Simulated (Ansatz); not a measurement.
# Na on Ag(111): change of the work function, part 2 of 2

Aim: the work function of Ag(111) at several coverages of Na (fcc site), and the dipole that each adsorbate carries.

Ansatz 0.2.0; plane-wave DFT, LDA, Ansatz PAW.

So far, work function, upper face (eV): step 2 (the clean slab) 4.82; step 3 (37 atoms, coverage 0.111 ML, cell 3x3) 3.01; step 4 (17 atoms, coverage 0.25 ML, cell 2x2) 2.09.

### 5. Work function against coverage

This step: plane-wave DFT, LDA, Ansatz PAW; work function against coverage (Ansatz 0.2.0).

The runs are now put side by side.

Numbers from this step:

```
work function of the clean face     : 4.821 eV
largest change of the work function : -2.731 eV
```

Table of work function of the covered face by coverage:

```csv
coverage (adsorbates/nm²),work function of the covered face (eV)
0.00,4.82
1.53,3.01
3.45,2.09
```

The dipole per adsorbate comes from the change of the cell's dipole. Coverage, by row:

```
coverage (1/nm²)  coverage (ML)  work function (eV)  change (eV)  dipole per adsorbate, positive end outwards (debye)  mean height of the added atoms over the highest substrate atom (Å)
           1.534         0.1111                3.01        -1.81                                                2.982                                                               2.319
           3.451           0.25                2.09       -2.731                                                2.017                                                               2.237
```

### 6. The slab at 0.25 ML, atoms frozen

This step: plane-wave DFT, LDA, Ansatz PAW (Ansatz 0.2.0).

To see where the charge goes, the covered slab, the bare substrate and the adsorbate layer are each run at the same frozen positions and on the same grid.

File input.yaml:

```yaml
crystal:
  lattice:
    - [5.7841334702, 1.0e-10, 0.0]
    - [2.892066735, 5.0092065241, 0.0]
    - [0.0, 0.0, 27.6332803852]
  atoms:
    - { symbol: Ag, position: [0.0, 0.0, 0.3256942308] }
    - { symbol: Ag, position: [0.1666666667, 0.1666666667, 0.411147806] }
    - { symbol: Ag, position: [0.334168407, 0.334168407, 0.4921706639] }
    - { symbol: Ag, position: [-0.0018068497, -0.0018068497, 0.5729238845] }
    - { symbol: Ag, position: [0.0, 0.5, 0.3256942308] }
    - { symbol: Ag, position: [0.1666666667, 0.6666666667, 0.411147806] }
    - { symbol: Ag, position: [0.334168407, 0.831663186, 0.4921706639] }
    - { symbol: Ag, position: [-0.0018068497, 0.5036136994, 0.5729238845] }
    - { symbol: Ag, position: [0.5, 0.0, 0.3256942308] }
    - { symbol: Ag, position: [0.6666666667, 0.1666666667, 0.411147806] }
    - { symbol: Ag, position: [0.831663186, 0.334168407, 0.4921706639] }
    - { symbol: Ag, position: [0.5036136994, -0.0018068497, 0.5729238845] }
    - { symbol: Ag, position: [0.5, 0.5, 0.3256942308] }
    - { symbol: Ag, position: [0.6666666667, 0.6666666667, 0.411147806] }
    - { symbol: Ag, position: [0.8333333333, 0.8333333333, 0.4914930473] }
    - { symbol: Ag, position: [0.5, 0.5, 0.575574224] }
    - { symbol: Na, position: [0.1666666667, 0.1666666667, 0.6565309672] }
kpoints:
  mp_grid: { grid: [6, 6, 1] }
hamiltonian:
  xc: lda
scf:
  occupations: { method: fermi_dirac, width: 0.1 }
  convergence: { dr2_threshold: 1.0e-08 }
efield:
  axis: 3
  dipole_correction: true
  ramp_position: 0.97
  ramp_width: 0.06
output:
  write_potential: true
  write_density: true
  volumetric_format: npy
```

On the command line:

```
$ ansatz run input.yaml --threads 4 --pin off --max-ram 12288MiB --backend cpu --events-out ev --progress --plain --runs-dir out
```

The job ended after 46 s (4 threads of Arm Neoverse V2, shared host; peak memory 3.1 GiB; 3 min of CPU time).

This step gave:

| Property | Result |
| --- | --- |
| work function, lower face | 4.766 eV |
| dipole along the normal | 0.4285 e·Å |
| step between the vacuum levels | -2.676 eV |

The work function of the upper face is 2.09 eV.

### 7. The substrate of the 0.25 ML cell alone

System of this step: Na/Ag(111), substrate alone, atoms held. The cell holds 16 atoms: 16 Ag. Cell: a = 5.784 Å, b = 5.784 Å, c = 27.633 Å, α = 90.0°, β = 90.0°, γ = 60.0°. Vacuum lies along c.

The second part, atoms unmoved.

input.yaml: that of step 6 with these lines changed.

```diff
@@ -22,3 +22,2 @@
     - { symbol: Ag, position: [0.5, 0.5, 0.575574224] }
-    - { symbol: Na, position: [0.1666666667, 0.1666666667, 0.6565309672] }
 kpoints:
```

The job ended after 42 s (4 threads; peak memory 3 GiB; 2.7 min of CPU time).

Numbers from this step:

| Quantity | Value |
| --- | --- |
| energy at zero smearing | -119325.9504 eV |
| work function, upper face | 4.829 eV |
| work function, lower face | 4.875 eV |
| dipole along the normal | 0.007340 e·Å |
| step between the vacuum levels | -0.04582 eV |

The work function of the upper face is 4.83 eV.

### 8. The adsorbate layer of the 0.25 ML cell alone

System of this step: Na/Ag(111), adsorbate layer alone, atoms held. The cell holds 1 atom: 1 Na. Cell: a = 5.784 Å, b = 5.784 Å, c = 27.633 Å, α = 90.0°, β = 90.0°, γ = 60.0°. Vacuum lies along c.

The third part; a free layer of atoms may carry a moment, so spin is on.

input.yaml, the sections that differ from step 7:

```yaml
crystal:
  lattice:
    - [5.7841334702, 1.0e-10, 0.0]
    - [2.892066735, 5.0092065241, 0.0]
    - [0.0, 0.0, 27.6332803852]
  atoms:
    - { symbol: Na, position: [0.1666666667, 0.1666666667, 0.6565309672], spin: 1.0 }
magnetization:
  spin_polarized: true
# kpoints, hamiltonian, scf, efield, output: as in step 7
```

The job ended after 10 s (4 threads; peak memory 0.8 GiB; 31 s of CPU time).

This step gave:

```yaml
energy_at_zero_smearing: -1465.5866 eV
work_function_upper_face: 2.963 eV
dipole_along_the_normal: 2.23e-6 e·Å
```

At this spacing and smearing the free layer keeps no moment.

### 9. Density difference at 0.25 ML

This step: plane-wave DFT, LDA, Ansatz PAW; density difference on adsorption (Ansatz 0.2.0).

The densities of the parts are taken from that of the whole and averaged over planes; the first moment of what is left gives the step in the potential.

This step gave:

- largest charge moved: 0.007520 e/Å²
- potential step from the moved charge: -2.632 eV

Planar mean, whole system less its parts. Table of electron density difference by z:

z (Å), electron density difference (e/Å³) and a bar from the least value:
```
        5     0.0000 ########
        6     0.0000 ########
        7    -0.0001 ########
        8     0.0000 ########
        9     0.0002 #########
       10    -0.0001 ########
       11     0.0000 ########
       12     0.0001 ########
       13    -0.0002 ########
       14     0.0002 #########
       15    -0.0018 ####
       16    -0.0014 #####
       17     0.0104 ##############################
       18    -0.0002 ########
       19    -0.0040 
       20    -0.0022 ####
       21    -0.0006 #######
       22    -0.0001 ########
       23     0.0000 ########
       24     0.0000 ########
       25     0.0000 ########
```

Planar mean, whole system less its parts. Table of electrons moved below z by z:

z (Å), electrons moved below z (e/Å²) and a bar from the least value:
```
        5    0.00000 ######
        6    0.00000 ######
        7   -0.00003 ######
        8   -0.00009 ######
        9    0.00000 ######
       10    0.00001 ######
       11   -0.00005 ######
       12   -0.00005 ######
       13   -0.00008 ######
       14   -0.00009 ######
       15    0.00005 ######
       16   -0.00192 
       17    0.00313 ################
       18    0.00749 ##############################
       19    0.00467 #####################
       20    0.00143 ###########
       21    0.00029 #######
       22    0.00004 ######
       23    0.00001 ######
       24    0.00000 ######
```

### 10. The same run with other settings

This step: plane-wave DFT, LDA, Ansatz PAW (Ansatz 0.2.0).

System of this step: Na/Ag(111). The cell holds 17 atoms: 16 Ag and 1 Na. Its edges and angles: a = 5.784 Å, b = 5.784 Å, c = 27.633 Å, α = 90.0°, β = 90.0°, γ = 60.0°. Vacuum lies along c.

A run with a changed input: it repeats the earlier run at 0.25 ML with scf.eigensolver.kind to davidson, basis.precision to f64 and scf.n_extra_bands to 4; its output block differs too.

File input.yaml:

```yaml
crystal:
  lattice:
    - [5.7841334702, 1.0e-10, 0.0]
    - [2.892066735, 5.0092065241, 0.0]
    - [0.0, 0.0, 27.6332803852]
  atoms:
    - { symbol: Ag, position: [0.0, 0.0, 0.3256942308] }
    - { symbol: Ag, position: [0.1666666667, 0.1666666667, 0.411147806] }
    - { symbol: Ag, position: [0.3333333333, 0.3333333333, 0.4917985501] }
    - { symbol: Ag, position: [0.0, 0.0, 0.5727496969] }
    - { symbol: Ag, position: [0.0, 0.5, 0.3256942308] }
    - { symbol: Ag, position: [0.1666666667, 0.6666666667, 0.411147806] }
    - { symbol: Ag, position: [0.3333333333, 0.8333333333, 0.4917985501] }
    - { symbol: Ag, position: [0.0, 0.5, 0.5727496969] }
    - { symbol: Ag, position: [0.5, 0.0, 0.3256942308] }
    - { symbol: Ag, position: [0.6666666667, 0.1666666667, 0.411147806] }
    - { symbol: Ag, position: [0.8333333333, 0.3333333333, 0.4917985501] }
    - { symbol: Ag, position: [0.5, 0.0, 0.5727496969] }
    - { symbol: Ag, position: [0.5, 0.5, 0.3256942308] }
    - { symbol: Ag, position: [0.6666666667, 0.6666666667, 0.411147806] }
    - { symbol: Ag, position: [0.8333333333, 0.8333333333, 0.4917985501] }
    - { symbol: Ag, position: [0.5, 0.5, 0.5727496969] }
    - { symbol: Na, position: [0.1666666667, 0.1666666667, 0.6743057692] }
kpoints:
  mp_grid: { grid: [6, 6, 1] }
hamiltonian:
  xc: lda
scf:
  occupations: { method: fermi_dirac, width: 0.1 }
  convergence: { dr2_threshold: 1.0e-08 }
  eigensolver: { kind: davidson }
  n_extra_bands: 4
efield:
  axis: 3
  dipole_correction: true
  ramp_position: 0.97
  ramp_width: 0.06
relax:
  f_tol: 0.02
  max_steps: 60
  constraints: [{ sites: [0, 1, 4, 5, 8, 9, 12, 13] }]
output:
  bader: true
  dos: { projected: true, e_range: [-8, 4] }
  write_potential: true
  write_density: true
  volumetric_format: npy
basis:
  precision: f64
```

Wall time 5 min (4 threads); peak memory 2.9 GiB.

Step by step:

| step | energy less that of the first step (eV) | largest force component (eV/Å) |
| --- | --- | --- |
| 1 | 0.0000 | 0.6984 |
| 2 | -0.0897 | 0.6128 |
| 3 | -0.1928 | 0.2858 |
| 4 | -0.2157 | 0.0992 |
| 5 | -0.2177 | 0.0137 |

Forces are held to the 6 operations that the run works with; a distortion that breaks them can't arise in this run.

The atoms that moved most (Å):

```csv
atom,dx,dy,dz,length
Na17,0.000,0.000,-0.491,0.491
Ag16,0.000,0.000,0.078,0.078
Ag4,-0.016,-0.009,0.005,0.019
Ag8,0.000,0.018,0.005,0.019
Ag12,0.016,-0.009,0.005,0.019
Ag7,0.000,-0.008,0.010,0.013
Ag11,-0.007,0.004,0.010,0.013
Ag3,0.007,0.004,0.010,0.013
```

Final coordinates:

```xyz
17
Lattice="5.7841 0.0000 0.0000 2.8921 5.0092 0.0000 0.0000 0.0000 27.6333" Properties=species:S:1:pos:R:3
Ag    0.0000    0.0000    9.0000
Ag    1.4460    0.8349   11.3614
Ag    2.8993    1.6739   13.6003
Ag   -0.0157   -0.0091   15.8318
Ag    1.4460    2.5046    9.0000
Ag    2.8921    3.3395   11.3614
Ag    4.3381    4.1660   13.6003
Ag    1.4460    2.5227   15.8318
Ag    2.8921    0.0000    9.0000
Ag    4.3381    0.8349   11.3614
Ag    5.7769    1.6739   13.6003
Ag    2.9077   -0.0091   15.8318
Ag    4.3381    2.5046    9.0000
Ag    5.7841    3.3395   11.3614
Ag    7.2302    4.1743   13.5816
Ag    4.3381    2.5046   15.9050
Na    1.4460    0.8349   18.1421
```

This step gave:

```yaml
energy_at_zero_smearing: -120793.1853 eV
work_function_upper_face: 2.090 eV
work_function_lower_face: 4.767 eV
dipole_along_the_normal: 0.4286 e·Å
step_between_the_vacuum_levels: -2.677 eV
```

The density of states has structure finer than the step of the table below, so its rows give means over 0.2 eV, whole bins alone (the curve runs from -8 to 0.84 eV). Peaks (eV: height): -5.62: 72.8, -4.81: 76.3, -4.60: 85.2, -4.30: 67.2, -3.43: 74.4, -3.07: 101, -3.01: 82.9.

Table of density of states by energy, zero at the Fermi level; means over each step:

```csv
energy (eV),density of states (states/eV a cell)
-7.8,0.113
-7.6,1.12
-7.4,1.14
-7.2,1.30
-7.0,1.40
-6.8,1.74
-6.6,4.14
-6.4,19.3
-6.2,36.0
-6.0,46.6
-5.8,29.9
-5.6,44.6
-5.4,39.2
-5.2,30.2
-5.0,37.9
-4.8,61.3
-4.6,54.2
-4.4,43.8
-4.2,45.3
-4.0,48.5
-3.8,47.0
-3.6,50.6
-3.4,53.7
-3.2,42.4
-3.0,65.3
-2.8,17.4
-2.6,6.38
-2.4,2.04
-2.2,3.53
-2.0,4.91
-1.8,3.77
-1.6,3.41
-1.4,3.22
-1.2,3.60
-1.0,5.76
-0.8,5.62
-0.6,5.19
-0.4,3.27
-0.2,3.31
0.0,3.67
0.2,9.88
0.4,5.71
0.6,4.31
```

Projected DOS per atom over height of the atomic layer and energy from the Fermi level. Layers: Ag4 Ag4 Ag4 Ag4 Na from below.

Values in states/eV, 22 rows by 5 columns, each cell a mean:
```
0.14 0.14 0.13 0.13 0.53
0.42 0.26 0.23 0.37 0.51
0.16 0.15 0.15 0.13 0.31
0.17 0.23 0.24 0.17 0.27
0.36 0.25 0.25 0.32 0.28
0.25 0.16 0.13 0.22 0.20
0.19 0.22 0.24 0.19 0.18
0.23 0.26 0.28 0.24 0.08
0.32 0.25 0.22 0.23 0.07
2.69 3.35 3.30 2.09 0.07
3.70 2.62 2.79 3.07 0.06
3.97 2.34 2.55 3.44 0.06
3.81 2.41 1.93 3.63 0.06
3.70 3.21 2.78 3.78 0.03
2.14 2.53 2.84 2.87 0.02
2.67 2.71 1.97 2.35 0.01
1.81 2.44 2.34 2.29 0.01
0.66 3.03 3.95 1.63 0.02
0.11 0.49 0.63 0.27 0.01
0.03 0.13 0.16 0.05 0.00
0.02 0.10 0.13 0.04 0.00
0.01 0.03 0.04 0.01 0.00
```
Columns: height of the atomic layer (Å) from 9 to 18.1; rows upwards: energy from the Fermi level (eV) from -7.96 to 0.845.

| quantity | this run | earlier run | difference |
| --- | --- | --- | --- |
| work function, upper face (eV) | 2.090 | 2.090 | -5.7e-5 |
| work function, lower face (eV) | 4.767 | 4.767 | 4.3e-5 |
| dipole along the normal (e·Å) | 0.4286 | 0.4286 | 1.6e-5 |

Nothing in the table moves by 0.01 in its unit (for the dipole 0.5 % and 5e-5 e·Å).

### 11. Varying the input

This step: plane-wave DFT, LDA, Ansatz PAW, but for the change named below (Ansatz 0.2.0).

System of this step: Ag(111). The cell holds 4 atoms: 4 Ag. Its edges and angles: a = 2.892 Å, b = 2.892 Å, c = 25.084 Å, α = 90.0°, β = 90.0°, γ = 60.0°. Vacuum lies along c.

Another changed input: it repeats the earlier run at 0 ML with hamiltonian.xc from lda to pbe and kpoints.mp_grid.grid from [12, 12, 1] to [4, 4, 1].

File input.yaml:

```yaml
crystal:
  lattice:
    - [2.8920667351, 0.0, 0.0]
    - [1.4460333675, 2.504603262, 0.0]
    - [0.0, 0.0, 25.084087803]
  atoms:
    - { symbol: Ag, position: [0.0, 0.0, 0.3587931947] }
    - { symbol: Ag, position: [0.3333333333, 0.3333333333, 0.4529310649] }
    - { symbol: Ag, position: [0.6666666667, 0.6666666667, 0.5470689351] }
    - { symbol: Ag, position: [0.0, 0.0, 0.6412068053] }
kpoints:
  mp_grid: { grid: [4, 4, 1] }
hamiltonian:
  xc: pbe
scf:
  occupations: { method: fermi_dirac, width: 0.1 }
  convergence: { dr2_threshold: 1.0e-08 }
efield:
  axis: 3
  dipole_correction: true
  ramp_position: 0.97
  ramp_width: 0.06
relax:
  f_tol: 0.02
  max_steps: 60
  constraints: [{ sites: [0, 1] }]
output:
  write_potential: true
  write_density: true
  volumetric_format: npy
```

Elapsed: 2.5 s, on 4 threads; peak memory 0.44 GiB; 7.1 s of CPU time.

```
                      quantity  this run  earlier run  difference
work function, upper face (eV)     4.183        4.821       -0.64
 dipole along the normal (e·Å)  -1.43e-4     0.002152     -0.0023
```

What moves beyond 0.01 in its unit (for the dipole 0.5 % and 5e-5 e·Å): work function, upper face (-0.638 eV) and dipole along the normal (-0.0023 e·Å).

The change shows in the results, which are not taken further.

### 12. Results

```
work function of the clean face                                                           : 4.82 eV
work function at 0.11 ML                                                                  : 3.01 eV
work function at 0.25 ML                                                                  : 2.09 eV
dipole per adsorbate at 0.11 ML, positive end outwards                                    : 2.98 D
step of the potential from the moved charge at 0.25 ML, upper less lower side, atoms held : -2.63 eV
```

What this shows: Na lowers the work function of Ag(111) at the lowest coverage, by 1.81 eV: the adsorbate layer has its positive end outwards. The slab has 4 layers, at the tabulated experimental lattice constant, one starting site was run, and quantum-size effects of a slab this thin can reach one or two tenths of an eV.

[Logs are printed without paths, hosts, clocks, repeated set-up lines and the standing remarks that a program may print on its own settings, such as how far it seeks lower states.]

[Hosts, paths, dates, database ids (printed as entryN), source tags and the programs' standing remarks are cut or masked in the printed files.]

[Maps of the electrostatic potential energy from Ansatz leave out the sawtooth potential of an applied field or a dipole correction, so their vacuum need not be flat; planar profiles and work functions include it.]

[The density of states shown here was stored with 400 of the rows of the run's finer table, so its peaks can read low, often by over a quarter, or be missed, and its means over a window can be off by a tenth or more.]
